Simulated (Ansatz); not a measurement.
GaN (P6_3mc): refractive index against wavelength

The refractive index of GaN (P6_3mc) along x below the direct gap (1.96 eV on the mesh) is read from one computed spectrum, n = √(Re ε). x, y and z are the Cartesian axes of the input cell.

Cell: a, b, c = 3.180, 3.180, 5.166 Å (primitive vectors), 4 atoms.

Method: Ansatz 0.2.0, PBE, independent particles, k-mesh 12×12×6 with interpolation inside its cells, Gaussian parameter 0.15 eV.

Launch of the response step: `ansatz run input.yaml --threads 4 --pin off --max-ram 8192MiB --backend cpu --events-out ev --progress --plain --runs-dir out`. The run took 42 s, on 4 threads of Intel(R) Xeon(R) CPU @ 2.80GHz (Skylake/Cascade Lake), with other jobs on the host.

```tsv
wavelength (nm)	photon energy E (eV)	n
3000	0.413	2.4300
2000	0.620	2.4364
1550	0.800	?
1310	0.946	2.4528
1064	1.165	2.4691
```

In the single-oscillator model n² − 1 = E₀E_d/(E₀² − E²), so 1/(n² − 1) = E₀/E_d − E²/(E₀E_d) is linear in E².

Working, on the rows shown:

| x = E² (eV²) | y = 1/(n² − 1) |
| --- | --- |
| 0.170801 | 0.203878 |
| 0.384302 | 0.202591 |
| 0.895757 | 0.199353 |
| 1.35784 | 0.196215 |

Means: x̄ = 0.70218, ȳ = 0.20051. Σ(x − x̄)(y − ȳ) = -0.005491, Σ(x − x̄)² = 0.8508. Slope = -0.005491 / 0.8508 = -0.006454; intercept = ȳ − slope · x̄ = 0.20504. Turned back into n, the line misses the rows shown by at most 0.00048.

Problem. Fill in the last column of the withheld row.

Solution. At x = 0.63984 the line gives y = 0.20091, that is 2.4449. The run gave 2.4444, so the interpolation is off by 0.00045, 1.2 % of the range in the table.

Refitted with all rows, the slope is -0.00646 and the intercept 0.20506. These give E₀ = √(intercept/−slope) = 5.63 eV and E_d = E₀/intercept = 27.5 eV; E₀ is 2.9 times the direct gap. The electronic limit at long wavelengths, without lattice vibrations, is n = √(1 + 1/intercept) = 2.424. The cell comes from an older database entry, whose edges can be off by a per cent or so. Excitons are left out and so are local fields; PBE gaps are as a rule too small. Spin-orbit coupling is left out.

[Logs are printed without paths, hosts, clocks, repeated set-up lines and the standing remarks that a program may print on its own settings, such as how far it seeks lower states.]
